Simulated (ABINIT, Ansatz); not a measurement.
## Lattice dynamics of Rhodium (Fm-3m) in two programs

Aim: the phonon dispersion of Rhodium (Fm-3m), checked by a second program.

Main program and level: ABINIT 10.8.3; DFT PBE, scalar-relativistic, plane waves, PseudoDojo norm-conserving pseudopotentials.

The database entry behind the starting cell differs from later determinations by our own check (an axis about 0.2 % short against later determinations), so it need not match the best structure at ambient conditions.

**1. Starting point**

Symmetry: Fm-3m, No. 225, cubic system. The conventional cell has a = 3.796 Å, b = 3.796 Å, c = 3.796 Å, α = 90.00°, β = 90.00°, γ = 90.00°. Rh has 12 Rh at 2.68 Å nearest.

**2. A probe with smearing**

A first run with smearing and empty bands tells whether the crystal has a gap, which decides between fixed occupations and smearing later on.

Input file probe.abi:

```
# ground state
tolvrs 1.0d-08
prtden 1
prtwf 1

# basis, mesh and filling
ecut 40.0
ngkpt 8 8 8
nshiftk 1
shiftk 0.0 0.0 0.0
istwfk *1
occopt 7
tsmear 0.005
nband 15
nstep 100
diemac 9.0
prtebands 0
prtgsr 0

# cell and atoms
acell 5.071959174 5.071959174 5.071959174
rprim 
    0.0 0.7071067812 0.7071067812
    0.7071067812 0.0 0.7071067812
    0.7071067812 0.7071067812 0.0
ntypat 1
znucl 45
natom 1
typat 1
xred 
    0.0 0.0 0.0
pp_dirpath "./pseudo"
pseudos "Rh.upf"
```

Run with:

```sh
> OMP_NUM_THREADS=1 mpirun -n 8 abinit probe.abi > probe.log
```

Numbers of over 12 decimals in the logs are rounded to 6 here.

probe.abo, the main output file:

```text
[banners, grids, parts of the stress and lines that vanish by symmetry left out]
- input  file    -> probe.abi
- output file    -> probe.abo
- root for input  files -> probei
[...]
Symmetries : space group Fm -3 m (#225); Bravais cF (face-center cubic)
[...]
mpw =        1139          nfft =       27000          nkpt =          29
[...]
== DATASET  1 ==================================================================
[...]
cutoff_energies: {ecut:  40.0, pawecutdg:  -1.0, }
[...]
ETOT  1  -117.23054895200    -1.172E+02 2.116E-01 1.066E+02
 ETOT  2  -117.25589412538    -2.535E-02 7.920E-03 1.180E+02
 ETOT  3  -117.28769532818    -3.180E-02 9.788E-03 5.988E-02
 ETOT  4  -117.28771633695    -2.101E-05 1.635E-03 2.646E-04
 ETOT  5  -117.28771638424    -4.729E-08 1.005E-03 5.875E-06
 ETOT  6  -117.28771638541    -1.165E-09 1.372E-04 6.831E-08
 ETOT  7  -117.28771638542    -1.781E-11 8.300E-05 2.160E-11
 At SCF step    7       vres2   =  2.16E-11 < tolvrs=  1.00E-08 =>converged.
[...]
sigma(1 1)= -2.57773783E-04  sigma(3 2)=  0.00000000E+00
  sigma(2 2)= -2.57773783E-04  sigma(3 1)=  0.00000000E+00
  sigma(3 3)= -2.57773783E-04  sigma(2 1)=  0.00000000E+00
[...]
convergence: {deltae: -1.781E-11, res2:  2.160E-11, residm:  8.300E-05, diffor: null, }
etotal    :  -1.17287716E+02
[...]
sigma(1 1)= -2.57773783E-04  sigma(3 2)=  0.00000000E+00
  sigma(2 2)= -2.57773783E-04  sigma(3 1)=  0.00000000E+00
  sigma(3 3)= -2.57773783E-04  sigma(2 1)=  0.00000000E+00
[...]
- sigma(1 1)= -7.58396653E+00  sigma(3 2)=  0.00000000E+00
- sigma(2 2)= -7.58396653E+00  sigma(3 1)=  0.00000000E+00
- sigma(3 3)= -7.58396653E+00  sigma(2 1)=  0.00000000E+00
[...]
fcart     -0.0000000000E+00 -0.0000000000E+00 -0.0000000000E+00
           strten     -2.5777378291E-04 -2.5777378291E-04 -2.5777378291E-04
================================================================================

[key lines of the parts left out:]
pressure_GPa:   7.5840E+00
```

Wall time 3.5 s (8 MPI ranks of Arm Neoverse V1, shared host).

Read from the output:

| Property | Result |
| --- | --- |
| volume per atom | 13.67 Å³ |
| pressure | 7.584 GPa |
| gap on the k-mesh | 0 eV |

No gap opens on this mesh, so smearing is kept; the printed pressure holds the stress of the finite basis too.

**3. Relaxation**

The harmonic expansion needs vanishing forces, and a free crystal bears no stress, so cell and atoms are brought to rest. Stress is more sensitive to the basis than forces are: the last 3 Ha under the cutoff are smoothed with ecutsm, and the cutoff is raised above that of the later runs.

Input file relax.abi:

```
# relaxation
ionmov 2
optcell 2
dilatmx 1.08
ntime 40
tolmxf 1.0d-05
tolvrs 1.0d-14
prtwf 0
prtden 0
chksymtnons 0

# basis, mesh and filling
ecut 49.0
ecutsm 3.0
ngkpt 12 12 12
nshiftk 1
shiftk 0.0 0.0 0.0
istwfk *1
occopt 7
tsmear 0.01
nband 15
nstep 100
diemac 1000000.0
prtebands 0
prtgsr 0

# cell and atoms
acell 5.071959174 5.071959174 5.071959174
rprim 
    0.0 0.7071067812 0.7071067812
    0.7071067812 0.0 0.7071067812
    0.7071067812 0.7071067812 0.0
ntypat 1
znucl 45
natom 1
typat 1
xred 
    0.0 0.0 0.0
pp_dirpath "./pseudo"
pseudos "Rh.upf"
```

Run with:

```sh
> OMP_NUM_THREADS=1 mpirun -n 8 abinit relax.abi > relax.log
```

relax.abo, the main output file:

```text
[banners, grids, parts of the stress and lines that vanish by symmetry left out]
- input  file    -> relax.abi
- output file    -> relax.abo
- root for input  files -> relaxi
[...]
Symmetries : space group Fm -3 m (#225); Bravais cF (face-center cubic)
[...]
mpw =        1932          nfft =       46656          nkpt =          72
[...]
== DATASET  1 ==================================================================
[...]
cutoff_energies: {ecut:  49.0, pawecutdg:  -1.0, }
[...]
ETOT  1  -117.22725957096    -1.172E+02 3.185E-01 1.830E+02
 ETOT  2  -117.26138282088    -3.412E-02 1.141E-02 1.778E+02
 ETOT  3  -117.28970275490    -2.832E-02 5.836E-03 3.011E-02
 ETOT  4  -117.28970900767    -6.253E-06 3.742E-03 9.199E-04
 ETOT  5  -117.28970911758    -1.099E-07 1.894E-03 3.519E-06
[...]
At SCF step    9       vres2   =  1.12E-15 < tolvrs=  1.00E-14 =>converged.
[...]
sigma(1 1)= -2.76830739E-04  sigma(3 2)=  0.00000000E+00
  sigma(2 2)= -2.76830739E-04  sigma(3 1)=  0.00000000E+00
  sigma(3 3)= -2.76830739E-04  sigma(2 1)=  0.00000000E+00
[...]
convergence: {deltae:  4.306E-12, res2:  1.125E-15, residm:  5.294E-04, diffor: null, }
etotal    :  -1.17289709E+02
[...]
ETOT  1  -117.27791675803    -1.173E+02 5.265E-04 8.263E+01
[...]
At SCF step    9       vres2   =  1.76E-15 < tolvrs=  1.00E-14 =>converged.
[...]
sigma(1 1)= -4.20292332E-05  sigma(3 2)=  0.00000000E+00
  sigma(2 2)= -4.20292332E-05  sigma(3 1)=  0.00000000E+00
  sigma(3 3)= -4.20292332E-05  sigma(2 1)=  0.00000000E+00
[...]
convergence: {deltae: -3.539E-12, res2:  1.757E-15, residm:  1.985E-05, diffor: null, }
etotal    :  -1.17290072E+02
[...]
ETOT  1  -117.28965937017    -1.173E+02 2.581E-05 2.832E+00
[...]
At SCF step    8       vres2   =  3.02E-16 < tolvrs=  1.00E-14 =>converged.
[...]
sigma(1 1)= -2.12326751E-06  sigma(3 2)=  0.00000000E+00
  sigma(2 2)= -2.12326751E-06  sigma(3 1)=  0.00000000E+00
  sigma(3 3)= -2.12326751E-06  sigma(2 1)=  0.00000000E+00
[...]
convergence: {deltae:  3.681E-12, res2:  3.024E-16, residm:  9.821E-06, diffor: null, }
etotal    :  -1.17290081E+02
[...]
ETOT  1  -117.29008001202    -1.173E+02 8.176E-06 8.162E-03
[...]
ETOT  6  -117.29008123536    -3.297E-12 4.402E-06 2.658E-12
 ETOT  7  -117.29008123535     3.922E-12 5.386E-06 2.362E-15
 At SCF step    7       vres2   =  2.36E-15 < tolvrs=  1.00E-14 =>converged.
[...]
sigma(1 1)= -1.81527190E-08  sigma(3 2)=  0.00000000E+00
  sigma(2 2)= -1.81527190E-08  sigma(3 1)=  0.00000000E+00
  sigma(3 3)= -1.81527190E-08  sigma(2 1)=  0.00000000E+00
[...]
convergence: {deltae:  3.922E-12, res2:  2.362E-15, residm:  5.386E-06, diffor: null, }
etotal    :  -1.17290081E+02
[...]
At Broyd/MD step   4, gradients are converged :
[...]
sigma(1 1)= -1.81527190E-08  sigma(3 2)=  0.00000000E+00
  sigma(2 2)= -1.81527190E-08  sigma(3 1)=  0.00000000E+00
  sigma(3 3)= -1.81527190E-08  sigma(2 1)=  0.00000000E+00
[...]
- sigma(1 1)= -5.34071432E-04  sigma(3 2)=  0.00000000E+00
- sigma(2 2)= -5.34071431E-04  sigma(3 1)=  0.00000000E+00
- sigma(3 3)= -5.34071431E-04  sigma(2 1)=  0.00000000E+00
[...]
fcart     -0.0000000000E+00 -0.0000000000E+00 -0.0000000000E+00
           strten     -1.8152718995E-08 -1.8152718974E-08 -1.8152718974E-08
================================================================================

[key lines of the parts left out:]
pressure_GPa:   5.3407E-04
Total energy (etotal) [Ha]= -1.17290081235353E+02
```

Elapsed: 34 s, on 8 MPI ranks; 4.5 min of CPU time.

The steps of the relaxation:

```tsv
step	energy less that of the first step (eV)	largest force (eV/Å)	volume (Å³)
1	0.0000	0.0000	13.67
2	-0.0099	0.0000	14.01
3	-0.0101	0.0000	14.08
4	-0.0101	0.0000	14.08
```

```tsv
conventional cell, symmetrised	before	after	change
a (Å)	3.796	3.833	+1.0 %
b (Å)	3.796	3.833	+1.0 %
c (Å)	3.796	3.833	+1.0 %
volume (Å³/atom)	13.67	14.08	+3.0 %
```

Final coordinates:

```xyz
1
Lattice="0.0000 1.9167 1.9167 1.9167 0.0000 1.9167 1.9167 1.9167 0.0000" Properties=species:S:1:pos:R:3 pbc="T T T"
Rh    0.0000    0.0000    0.0000
```

Numbers from this step:

```yaml
volume_per_atom: 14.08 Å³
pressure: 5.34e-4 GPa
```

The volume changes by +3.0 % in this run and stands +3.0 % from the first cell.

**4. Self-consistent run for the response**

First-order wavefunctions inherit every error of the ground state, hence the very tight tolvrs. Smearing stays on, as the first look found no gap above 0.3 eV.

Input file gs.abi:

```
# ground state
tolvrs 1.0d-16
prtden 1
prtwf 1

# basis, mesh and filling
ecut 40.0
ngkpt 12 12 12
nshiftk 1
shiftk 0.0 0.0 0.0
istwfk *1
occopt 7
tsmear 0.01
nband 15
nstep 100
diemac 1000000.0
prtebands 0
prtgsr 0

# cell and atoms
acell 5.12226066 5.12226066 5.12226066
rprim 
    0.0 0.7071067812 0.7071067812
    0.7071067812 0.0 0.7071067812
    0.7071067812 0.7071067812 0.0
ntypat 1
znucl 45
natom 1
typat 1
xred 
    0.0 0.0 0.0
pp_dirpath "./pseudo"
pseudos "Rh.upf"
```

Run with:

```sh
> OMP_NUM_THREADS=1 mpirun -n 8 abinit gs.abi > gs.log
```

gs.abo, the main output file:

```text
[banners, grids, parts of the stress and lines that vanish by symmetry left out]
- input  file    -> gs.abi
- output file    -> gs.abo
- root for input  files -> gsi
[...]
Symmetries : space group Fm -3 m (#225); Bravais cF (face-center cubic)
[...]
mpw =        1174          nfft =       27000          nkpt =          72
[...]
== DATASET  1 ==================================================================
[...]
cutoff_energies: {ecut:  40.0, pawecutdg:  -1.0, }
[...]
ETOT  1  -117.22983270532    -1.172E+02 3.667E-01 1.082E+02
 ETOT  2  -117.25883415304    -2.900E-02 6.542E-02 1.101E+02
 ETOT  3  -117.28981772051    -3.098E-02 5.460E-03 1.688E-02
 ETOT  4  -117.28982593846    -8.218E-06 2.343E-03 5.687E-04
 ETOT  5  -117.28982605977    -1.213E-07 1.451E-03 2.411E-06
[...]
ETOT  9  -117.28982606002     1.705E-12 4.616E-04 1.762E-15
 ETOT 10  -117.28982606002    -2.458E-12 2.097E-04 9.182E-18
 At SCF step   10       vres2   =  9.18E-18 < tolvrs=  1.00E-16 =>converged.
[...]
sigma(1 1)=  3.92677130E-05  sigma(3 2)=  0.00000000E+00
  sigma(2 2)=  3.92677130E-05  sigma(3 1)=  0.00000000E+00
  sigma(3 3)=  3.92677130E-05  sigma(2 1)=  0.00000000E+00
[...]
convergence: {deltae: -2.458E-12, res2:  9.182E-18, residm:  2.097E-04, diffor: null, }
etotal    :  -1.17289826E+02
[...]
sigma(1 1)=  3.92677130E-05  sigma(3 2)=  0.00000000E+00
  sigma(2 2)=  3.92677130E-05  sigma(3 1)=  0.00000000E+00
  sigma(3 3)=  3.92677130E-05  sigma(2 1)=  0.00000000E+00
[...]
- sigma(1 1)=  1.15529600E+00  sigma(3 2)=  0.00000000E+00
- sigma(2 2)=  1.15529600E+00  sigma(3 1)=  0.00000000E+00
- sigma(3 3)=  1.15529600E+00  sigma(2 1)=  0.00000000E+00
[...]
fcart     -0.0000000000E+00 -0.0000000000E+00 -0.0000000000E+00
           strten      3.9267712959E-05  3.9267712959E-05  3.9267712959E-05
================================================================================

[key lines of the parts left out:]
pressure_GPa:  -1.1553E+00
```

Run time: 7.7 s. Hardware: 8 MPI ranks.

Read from the output:

```yaml
pressure: -1.155 GPa
```

The cell stands at -1.2 GPa: the relaxation ran with a smoothed and higher cutoff, and the difference is a stress of the finite basis.

[end of part 1 of 4]

[Host names and launcher messages were left out of these logs when they were recorded.]

[Logs are printed without paths, hosts, clocks, repeated set-up lines and the standing remarks that a program may print on its own settings, such as how far it seeks lower states.]

[Hosts, paths, dates, database ids (printed as entryN), source tags and the programs' standing remarks are cut or masked in the printed files.]
